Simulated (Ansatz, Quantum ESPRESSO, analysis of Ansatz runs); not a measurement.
# Migration in Li2ZnCl4 (Fd-3m): V_Cl hop (3.6 Å), charge +1, part 2 of 2

How high is the barrier when Cl changes place in Li2ZnCl4 (Fd-3m)? The case: V_Cl hop (3.6 Å), charge +1, in a cell of 56 host atoms with 1 Cl taken out.

Ansatz 0.2.0; plane-wave PAW DFT, PBEsol; nudged elastic band between two relaxed defect structures at fixed charge in a uniform background.

So far, barrier forward (eV): step 4 (nudged elastic band, charge +1, PBEsol) 0.620; step 6 (barrier from single points, PBEsol, denser k-mesh) 0.623; step 8 (barrier from single points, LDA, LDA PBEsol, analysis of Ansatz runs) 0.629; step 10 (barrier from single points, r2SCAN) 0.664.

### Step 11. Single point at the top of the path, PBEsol

A single point at the top of the band gives the levels near the gap and the populations there.

This step: plane-wave PAW DFT, PBEsol; single point of a defect supercell on a structure of the PBEsol path.

Contents of qp1.top.probe/input.yaml:

```yaml
crystal:
  lattice:
    - [10.2311792, 0.0, 0.0]
    - [0.0, 10.2311792, 0.0]
    - [0.0, 0.0, 10.2311792]
  atoms:
    - { symbol: Li, position: [0.37550126, 0.35474514, 0.61670818] }
    - { symbol: Li, position: [0.37306028, 0.87486822, 0.11841797] }
[... 3 atom lines left out ...]
    - { symbol: Li, position: [0.39656538, 0.62754948, 0.35722368] }
[... 7 atom lines left out ...]
    - { symbol: Li, position: [0.13127659, 0.90363811, 0.37292647] }
[... 3 atom lines left out ...]
    - { symbol: Zn, position: [0.01123842, 0.48661854, 0.53852385] }
[... 3 atom lines left out ...]
    - { symbol: Zn, position: [0.22270259, 0.75203944, 0.73100312] }
[... 6 atom lines left out ...]
    - { symbol: Cl, position: [0.37130281, 0.87108375, 0.36793608] }
[... 2 atom lines left out ...]
    - { symbol: Cl, position: [0.38063898, 0.3802091, 0.37461484] }
[... 4 atom lines left out ...]
    - { symbol: Cl, position: [0.3699071, 0.62848889, 0.12499331] }
[... 2 atom lines left out ...]
    - { symbol: Cl, position: [0.13214399, 0.34611914, 0.64944414] }
[... 4 atom lines left out ...]
    - { symbol: Cl, position: [0.24022739, 0.61822003, 0.54619947] }
[... 3 atom lines left out ...]
    - { symbol: Cl, position: [0.10210291, 0.89657615, 0.61475229] }
[... 5 atom lines left out ...]
    - { symbol: Cl, position: [0.62673517, 0.62225903, 0.37989713] }
total_charge: 1
basis:
  ecutwfc: 420
  xc_grid: 2
hamiltonian:
  xc: pbesol
kpoints:
  mp_grid: { grid: [1, 1, 1], shift: [0.25, 0.25, 0.25] }
scf:
  occupations: { method: fixed }
  max_iter: 120
output:
  forces: true
  eigenvalues: true
  eigenstates: { localisation: true }
  populations: true
  write_density: true
  write_potential: true
  volumetric_format: npy
  elf: true
checkpoint:
  write: "../qp1.top.probe.run"
  compress: false
  write_wavefunctions: false
  write_every: 100000
```

Command:

```sh
ansatz run input.yaml --threads 8 --pin off --max-ram 15073MiB --backend cpu --events-out ev --progress --plain --runs-dir out
```

Run time: 15 s. Hardware: 8 threads of Arm Neoverse V1, shared host; peak memory 1.7 GiB.

Read from the output:

| Property | Result |
| --- | --- |
| free energy | -62467.4035 eV |

From eigenstates.tsv, first k-point; energies on the run's zero. The participation number counts the atoms that a state is spread over, of 55; bands count from 0.

```
spin  band  energy (eV)  occupation  participation  largest share on  share
both   174        1.839        2.00           21.2              Cl35   0.11
both   175        1.883        2.00           25.6              Cl34   0.08
both   176        1.893        2.00           22.9              Cl30   0.10
both   177        1.923        2.00           20.7              Cl45   0.11
both   178        1.966        2.00           30.2              Cl31   0.07
both   179        2.016        2.00           17.1              Cl45   0.17
both   180        6.435        0.00            9.9              Zn18   0.28
both   181        6.834        0.00           27.7              Zn21   0.08
both   182        7.083        0.00           23.5              Zn20   0.10
both   183        7.351        0.00           12.6              Zn22   0.23
both   184        7.531        0.00           23.8              Zn19   0.12
```

Under PBEsol at one point at (¼, ¼, ¼), the highest filled state is spread over 17 of 55 atoms, and the lowest empty one, 4.42 eV above it, is spread over 10 of 55 atoms.

Löwdin populations of the atoms near the centre, and their excess over far atoms of the same element, which can also hold differences between inequivalent host sites (the log counts sites from 0):

```
atom  distance from the centre (Å)  electrons  excess
Cl45                          0.53      7.584  -0.004
 Li6                          2.05      2.325  -0.014
Zn22                          2.74     10.633   0.004
Zn18                          2.89     10.637   0.008
Cl29                          3.09      7.590   0.002
Cl32                          3.09      7.592   0.004
 Li1                          3.27      2.327  -0.012
Li14                          3.36      2.322  -0.017
```

ELF in the ac plane at fractional y = 0.625, through the centre, with atoms of Li and Cl within 0.45 Å of it. It is the smooth field of the valence electrons, not physical close to the nuclei.

Ten even steps from '_' (0.02 × 1e-1) to '@' (9.87 × 1e-1), each cell a mean:
```
::++##%%%%##==____..::....__..::++######**--____........__
**%%%%%%%%%%##--____________::++%%%%%%%%%%##::__--++--__..
%%%%##==**%%##==..________..==##%%**==##%%%%--__%%@@%%..--
%%%%##++**%%##==..________..==##%%##++##%%%%--__==##==__--
++%%%%%%%%##++::____________==##%%%%%%%%%%**::__________..
..==******==::..____________::++##%%%%##++::__..==++++--..
..__..............____________::------::..__::**%%%%%%%%++
==______..::--==----..______________::--__..++%%%%%%%%%%##
++..__..==**##%%##**==::__________--@@@@==..**%%%%==++%%%%
==..__--##%%####%%%%**==..________::%%@@--..**%%%%####%%##
::__..==%%%%++==##%%##==..__________....____==##%%%%%%##++
..__..++%%%%##**%%%%##==______::==++++==::____--++****==::
____..--##%%%%%%%%%%++..____::**##%%%%%%##==______......__
______::==**####**--__..____==##%%%%##%%%%##--____________
________..::----..__==%%##..--%%%%**--**%%##==____________
____________________**@@%%..--%%%%##**##%%**--____________
____________________..--::__..**%%%%%%%%##==..____________
..____________..--====--::..__..==****++--......::======--
==..________..==**%%%%%%%%**::____......__....==##%%%%####
**::________::**%%%%%%%%%%%%++..__________..==##%%##%%%%%%
##....####....##%%%%++++##%%**::__________::**%%##==++%%%%
**__--@@@@==..**%%%%****%%%%++..__________::**%%%%****%%%%
--__..====..__==##%%%%%%%%**::..__________..==##%%%%%%%%##
__..::::::..__..--******++::......::--::..__..==##%%##++::
```
Columns run along a (10.2 Å), rows up along c (10.2 Å). Atoms in or near the plane, at fractional coordinates: Li at (0.40, 0.36), Li at (0.87, 0.88), Li at (0.13, 0.10), Li at (0.65, 0.62), Cl at (0.88, 0.12), Cl at (0.37, 0.12), Cl at (0.88, 0.63), Cl at (0.24, 0.55), Cl at (0.63, 0.87), Cl at (0.12, 0.87), Cl at (0.63, 0.38).

Electrostatic potential energy in the ac plane at fractional y = 0.625, through the centre, with atoms of Li and Cl within 0.45 Å of it. With pseudopotentials it is smooth inside the atoms' cores, unlike the true potential.

Ten even steps from '_' (-47 eV) to '@' (9 eV), each cell a mean:
```
@@@@%%%%%%@@@@@@@@@@@@@@@@@@@@@@@@%%%%@@@@@@@@@@@@%%@@@@@@
@@%%==--==##@@@@@@@@@@@@@@@@@@@@##==--++%%@@@@%%**++**%%@@
@@++..____==%%@@@@@@@@@@@@@@@@%%==______++%%@@##==::==##@@
@@**..____==%%@@@@@@@@@@@@@@@@%%==______++%%@@%%++==++%%@@
@@%%**==++##@@@@@@@@@@@@@@@@@@@@##++--++%%@@@@@@%%%%%%@@@@
@@@@@@@@@@@@@@@@@@@@@@@@@@@@@@@@@@@@%%%%@@@@@@@@@@@@@@@@@@
@@@@@@@@@@@@@@@@@@@@@@@@@@@@@@@@@@@@@@@@@@@@@@@@%%####%%@@
@@@@@@@@@@@@@@@@@@@@@@@@@@@@@@@@@@%%##**##@@@@%%==..::++%%
@@@@@@@@@@%%####%%@@@@@@@@@@@@@@%%##==--++%%@@##..____::##
@@@@@@@@@@++::..--##@@@@@@@@@@@@%%##==--**%%@@%%--__..==%%
@@@@@@@@%%--____..**@@@@@@@@@@@@@@%%####%%@@@@@@%%****%%@@
@@@@@@@@%%==..__::##@@@@@@@@@@@@@@@@@@@@@@@@@@@@@@@@@@@@@@
@@@@@@@@@@%%****##%%@@@@@@@@@@@@@@%%##%%@@@@@@@@@@@@@@@@@@
@@@@@@@@@@@@@@@@@@@@%%##%%%%@@@@**::..--##@@@@@@@@@@@@@@@@
@@@@@@@@@@@@@@@@@@%%**====##@@%%==______++%%@@@@@@@@@@@@@@
@@@@@@@@@@@@@@@@@@%%++----**@@%%++..__..**@@@@@@@@@@@@@@@@
@@@@@@@@@@@@@@@@@@@@##****%%@@@@%%**++**%%@@@@@@@@@@@@@@@@
@@@@@@@@@@@@@@@@@@@@@@%%@@@@@@@@@@@@@@@@@@@@@@@@@@@@@@@@@@
@@@@@@@@@@@@@@@@@@%%%%%%%%@@@@@@@@@@@@@@@@@@@@@@%%%%%%@@@@
@@@@@@%%%%%%@@@@%%++::::++%%@@@@@@@@@@@@@@@@@@%%++::::**%%
@@@@##++++##%%@@##::____::##@@@@@@@@@@@@@@@@@@##..____::##
@@%%**----**%%@@##--____--##@@@@@@@@@@@@@@@@@@##::____--%%
@@@@##++++##@@@@@@##++++##%%@@@@@@@@@@@@@@@@@@@@##++++##@@
@@@@@@%%%%@@@@@@@@@@@@@@@@@@@@@@@@@@@@@@@@@@@@@@@@@@@@@@@@
```
Columns run along a (10.2 Å; values clipped at the 3rd and 97th percentile), rows up along c (10.2 Å). Atoms in or near the plane, at fractional coordinates: Li at (0.40, 0.36), Li at (0.87, 0.88), Li at (0.13, 0.10), Li at (0.65, 0.62), Cl at (0.88, 0.12), Cl at (0.37, 0.12), Cl at (0.88, 0.63), Cl at (0.24, 0.55), Cl at (0.63, 0.87), Cl at (0.12, 0.87), Cl at (0.63, 0.38).

Valence density in the ac plane at fractional y = 0.625, through the centre, with atoms of Li and Cl within 0.45 Å of it. It is the smooth field of the valence electrons, not physical close to the nuclei.

Ten steps, logarithmic in the rise over the least value, from '0' (0.0 e/Å³) to '9' (6.6 e/Å³), each cell a mean:
```
23444321011111223443211112111
35666531000001235666531156511
46656642000001246657642289832
46666642100000246656642168622
34666532100000135666531112111
12344321100000013444311122221
11112222100000001122112345543
21011233210000000145213467764
31112455431000000489623575665
31124666653100000389523566665
21124665663100000133112355553
11124666753100011222111123322
00113456542100123555321001111
00001233322321235666531000000
00000011115873246646642000000
00000000016984246666642100000
00000000013541134565432110000
00000000122221112333222222211
10000001245542100111112344432
21011012466664210000113466664
31377313575565310000013575665
21599523566665310000013566665
21366312356654211000012456653
11222111223332221211111234332
```
Columns run along a (10.2 Å), rows up along c (10.2 Å). Atoms in or near the plane, at fractional coordinates: Li at (0.40, 0.36), Li at (0.87, 0.88), Li at (0.13, 0.10), Li at (0.65, 0.62), Cl at (0.88, 0.12), Cl at (0.37, 0.12), Cl at (0.88, 0.63), Cl at (0.24, 0.55), Cl at (0.63, 0.87), Cl at (0.12, 0.87), Cl at (0.63, 0.38).

The distance between the highest filled and the lowest empty level goes from 4.67 eV at the start to 4.42 eV at the top.

### Step 12. What came out

| Item | Value |
| --- | --- |
| barrier forward | 0.62 eV |
| barrier backward | 0.62 eV |
| end less start | 0.00 eV |
| hop length | 3.45 Å |
| band iterations, as the log counts them | 11 |
| barrier from single points, PBEsol, denser k-mesh | 0.62 eV |
| barrier from single points, LDA | 0.63 eV |
| barrier from single points, r2SCAN | 0.66 eV |

In words: The top of the band lies 0.62 eV above the start and 0.62 eV above the end, which are alike in energy and neighbours. With an assumed prefactor of 1e13 per second it gives one hop a second along this one path at about 240 K; whether such hops link up through the crystal wasn't checked. Across functionals on this path (PBEsol 0.620, LDA 0.629 and r2SCAN 0.664 eV) the forward values spread by 0.044 eV. The order of the top as a saddle was not checked for all atoms, so a bent path could be lower. No image-charge correction is applied; it largely cancels along a path if the charge stays localised alike. Limits: one k-point off the zone centre stands for the whole zone.

[Logs are printed without paths, hosts, clocks, repeated set-up lines and the standing remarks that a program may print on its own settings, such as how far it seeks lower states.]

[Hosts, paths, dates, database ids (printed as entryN), source tags and the programs' standing remarks are cut or masked in the printed files.]
